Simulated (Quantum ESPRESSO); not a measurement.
# TaN (WC type): which axis gives way under pressure?

Cell and atoms of WC type TaN are relaxed at set pressures, to see how each axis shrinks. The phase is followed to these pressures whether or not it stays the stable one.

Calculated with Quantum ESPRESSO 7.5, PBEsol, GBRV 1.5 ultrasoft potentials, cutoff 680 eV, Fermi–Dirac smearing 0.05 eV, k-mesh 17×17×15, no spin polarisation, no spin-orbit coupling.

The series also meant to hold 30 (pressure); those runs didn't finish, missed their thresholds or give no value for this table.

Reference cell, relaxed at zero pressure with PBEsol (P-6m2): a = 2.9236 Å, b = 2.9236 Å, c = 2.8709 Å, α = 90.00°, β = 90.00°, γ = 120.00°.

```csv
atom,x,y,z
Ta,0.0000,0.0000,0.0000
N,0.6667,0.3333,0.5000
```

| P (GPa) | a (Å) | c (Å) | c/a |
| --- | --- | --- | --- |
| −3.97 | 2.9351 | 2.8803 | 0.9813 |
| −0.02 | 2.9236 | 2.8709 | 0.9820 |
| 4.97 | 2.9097 | 2.8599 | 0.9829 |
| 9.95 | 2.8968 | 2.8495 | 0.9837 |
| 14.92 | 2.8845 | 2.8396 | 0.9845 |

**Question.** Give the linear compressibility of each axis at zero pressure, and the edges at 19.90 GPa, a row left out above.

Least squares with l = l0 + l1 P + l2 P² gives for a: l0 = 2.9235 Å, l1 = −2.850e−3 Å/GPa, l2 = 1.58e−5 Å/GPa², so β = −l1/l0 = 0.975 × 10⁻³ GPa⁻¹ and the withheld edge is 2.8731 Å. This extrapolates past the fitted rows. The run itself gives 2.8728 Å, so the estimate misses by 0.0003 Å, more than the largest misfit of the fitted rows (0.0001 Å).

Least squares with l = l0 + l1 P + l2 P² gives for c: l0 = 2.8710 Å, l1 = −2.290e−3 Å/GPa, l2 = 1.28e−5 Å/GPa², so β = −l1/l0 = 0.798 × 10⁻³ GPa⁻¹ and the withheld edge is 2.8305 Å. This extrapolates past the fitted rows. The run itself gives 2.8303 Å, so the estimate misses by 0.0002 Å; the fitted rows themselves lie up to 0.0001 Å off the law.

The compressibilities add to the volume compressibility, 2β_a + β_c = 2.747 × 10⁻³ GPa⁻¹, or B0 ≈ 364 GPa; a parabola over so wide a range errs a few per cent to the stiff side. The a axis is the softest, 1.2 times as compressible as c.

[Logs are printed without paths, hosts, clocks, repeated set-up lines and the standing remarks that a program may print on its own settings, such as how far it seeks lower states.]
